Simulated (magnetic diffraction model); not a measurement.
# Solving a magnetic structure from powder neutron data: Ce4Ti2P15Rh

Space group Cm (no. 8), a = 13.8490 Å, b = 16.9780 Å, c = 3.9130 Å, β = 105.49°.

```
site  atom       x       y       z
  4b    Ce  0.1381  0.8720  0.0763
  4b    Ce  0.4967  0.8228  0.9050
  2a    Rh  0.7239       0  0.6417
  4b    Ti  0.8611  0.1321  0.7936
  2a     P  0.0080       0  0.9703
  4b     P  0.4983  0.7017  0.4180
  4b     P  0.2839  0.7963  0.7120
  4b     P  0.7195  0.2042  0.1351
  2a     P  0.4029       0  0.8141
  2a     P  0.5994       0  0.0189
  4b     P  0.6348  0.1192  0.5554
  4b     P  0.3609  0.8914  0.2753
  2a     P  0.1635       0  0.5883
  2a     P  0.8357       0  0.2581
```

The compound is invented for this exercise: a known structure type with other elements, its cell scaled to their sizes and not relaxed.

Only Ce is taken to order (form factors of Ce3+); orders and moment sizes are assumed, and not adapted to the symmetry. Radiation: neutrons of λ = 2.52 Å, 5° to 35°; isotropic B of 0.34 Å² (Ce), 0.49 Å² (Rh), 0.62 Å² (Ti) and 0.61 Å² (P). Simulated constant-wavelength pattern: nuclear and magnetic terms add, the magnetic one as |2.695 fm × Σ f S⊥ exp(2πi Q·r) exp(−B s²)|², summed over all Q at one angle with the factor 1/(sin²θ cos θ). For collinear order S is the moment m, which repeats by lattice and centring translations R with the sign exp(−2πi k·R). Free-ion form factors, Sears's scattering lengths of 1992, no absorption; a label names one of the reflections at its angle. The strongest nuclear line in the range is 100, and lines under 0.2 are left out.

Above the ordering temperature:

```tsv
2θ (°)	index	I
13.79	(1 1 0)	100.0
17.07	(0 2 0)	2.8
21.77	(2 0 0)	60.5
27.79	(2 2 0)	0.4
27.99	(1 3 0)	75.1
34.05	(3 1 0)	50.6
34.54	(0 4 0)	25.0
```

Below it (cell unchanged):

| 2θ (°) | I |
| --- | --- |
| 13.79 | 100.0 |
| 17.07 | 2.8 |
| 19.23 | 2.8 |
| 21.22 | 20.7 |
| 21.77 | 60.5 |
| 24.96 | 4.9 |
| 25.83 | 3.8 |
| 26.04 | 5.4 |
| 27.79 | 0.4 |
| 27.99 | 75.1 |
| 30.40 | 2.2 |
| 32.43 | 20.9 |
| 32.95 | 3.7 |
| 34.05 | 50.6 |
| 34.54 | 25.0 |
| 34.59 | 0.8 |

**Question.** Find the propagation vector, then choose among these models:
A. collinear moments along [101], 1.3 μB on Ce; signs + at (0.1381, 0.8720, 0.0763), + at (0.1381, 0.1280, 0.0763), + at (0.4967, 0.8228, 0.9050), − at (0.4967, 0.1772, 0.9050)
B. collinear moments along [110], 1.3 μB on Ce; signs + at (0.1381, 0.8720, 0.0763), + at (0.1381, 0.1280, 0.0763), + at (0.4967, 0.8228, 0.9050), − at (0.4967, 0.1772, 0.9050)
C. collinear moments along [110], 1.3 μB on Ce; signs + at (0.1381, 0.8720, 0.0763), + at (0.1381, 0.1280, 0.0763), + at (0.4967, 0.8228, 0.9050), + at (0.4967, 0.1772, 0.9050)
D. collinear moments along [101], 1.3 μB on Ce; signs + at (0.1381, 0.8720, 0.0763), + at (0.1381, 0.1280, 0.0763), + at (0.4967, 0.8228, 0.9050), + at (0.4967, 0.1772, 0.9050)

The new lines index as (0 0 1/2) at 19.23°, (1 1 -1/2) at 21.22°, (2 0 -1/2) at 24.96° and (0 2 1/2) at 25.83°, that is as H ± k with k = (0 0 3/2). Half indices mean that the moments reverse under translations with k·R a half-integer, and the magnetic cell has twice the primitive volume.

Magnetic intensity, observed (below minus above) and for each model:

| 2θ (°) | index | observed | A | B | C | D |
| --- | --- | --- | --- | --- | --- | --- |
| 19.23 | (0 0 1/2) | 2.8 | 10.0 | 10.8 | 3.1 | 2.8 |
| 21.22 | (1 1 -1/2) | 20.7 | 21.3 | 19.8 | 17.9 | 20.7 |
| 24.96 | (2 0 -1/2) | 4.9 | 3.6 | 4.6 | 6.2 | 4.9 |
| 25.83 | (0 2 1/2) | 3.8 | 7.2 | 5.5 | 2.9 | 3.8 |
| 26.04 | (1 1 1/2) | 5.4 | 9.1 | 14.9 | 7.8 | 5.4 |
| 32.43 | (1 3 -1/2) | 20.9 | 4.3 | 2.7 | 12.4 | 20.9 |
| 32.95 | (2 0 1/2) | 3.7 | 1.1 | 3.0 | 10.1 | 3.7 |
| 34.59 | (3 1 -1/2) | 0.8 | 3.1 | 6.8 | 1.4 | 0.8 |

Model D matches.

The structure used: k = (0 0 3/2), collinear moments along [101], 1.3 μB on Ce; signs + at (0.1381, 0.8720, 0.0763), + at (0.1381, 0.1280, 0.0763), + at (0.4967, 0.8228, 0.9050), + at (0.4967, 0.1772, 0.9050).

[Logs are printed without paths, hosts, clocks, repeated set-up lines and the standing remarks that a program may print on its own settings, such as how far it seeks lower states.]
